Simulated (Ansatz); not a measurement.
Planning a run of Ansatz 0.2.0 on AgCl (Fm-3m). The input:

```yaml
crystal:
  lattice:
    - [0.0, 2.7726629968, 2.7726629968]
    - [2.7726629968, 0.0, 2.7726629968]
    - [2.7726629968, 2.7726629968, 0.0]
  atoms:
    - { symbol: Ag, position: [0.0, 0.0, 0.0] }
    - { symbol: Cl, position: [0.5, 0.5, 0.5] }
  host: atoms
kpoints:
  mp_grid: { grid: [4, 4, 4] }
  band_path:
    path:
      - [0.0, 0.0, 0.0]
      - [0.5, 0.0, 0.5]
      - [0.625, 0.25, 0.625]
      - [0.375, 0.375, 0.75]
      - [0.5, 0.5, 0.5]
      - [0.5, 0.25, 0.75]
      - [0.0375, 0.0375, 0.075]
    npoints: 1
hamiltonian:
  xc:
    exchange: pbe
    correlation: pbe
    exx: { coeff: inverse_dielectric }
scf:
  occupations: { method: fixed }
  n_extra_bands: 4
output:
  eigenvalues: true
```

```sh
ansatz run input.yaml --threads 3 --pin off --max-ram 92160MiB --backend cuda --events-out ev --progress --plain --runs-dir out --devices 1 --max-vram 13GiB
```

Estimate wall time and host memory on 1 × NVIDIA H100 80GB HBM3 (shared by 6 runs) with 3 threads of AMD EPYC 7R13 (Zen 3), shared host.

It took 17 s; on shared hardware allow 8.7 s to 35 s. Peak host memory was 1.1 GiB. The sizes that set the cost: 869 plane waves a state, 8 irreducible k points and 11 SCF cycles.

Exact exchange couples every pair of k points and filled bands, so it costs far more than a semilocal run.

[Paths, hosts, dates, memory and timing lines, banners, echoed tables and standing remarks are left out of the program output.]

[Logs are printed without paths, hosts, clocks, repeated set-up lines and the standing remarks that a program may print on its own settings, such as how far it seeks lower states.]

[Runs of the session that timed out or met a known fault of the program may be left out.]

[Cells called generated may have been cut or substituted from an entry of the Crystallography Open Database or the Materials Project.]

[No measured gap is set beside runs whose start may be inverted or whose files or cutoffs have a known fault.]

[Hosts, paths, dates, database ids (printed as entryN), source tags and the programs' standing remarks are cut or masked in the printed files.]
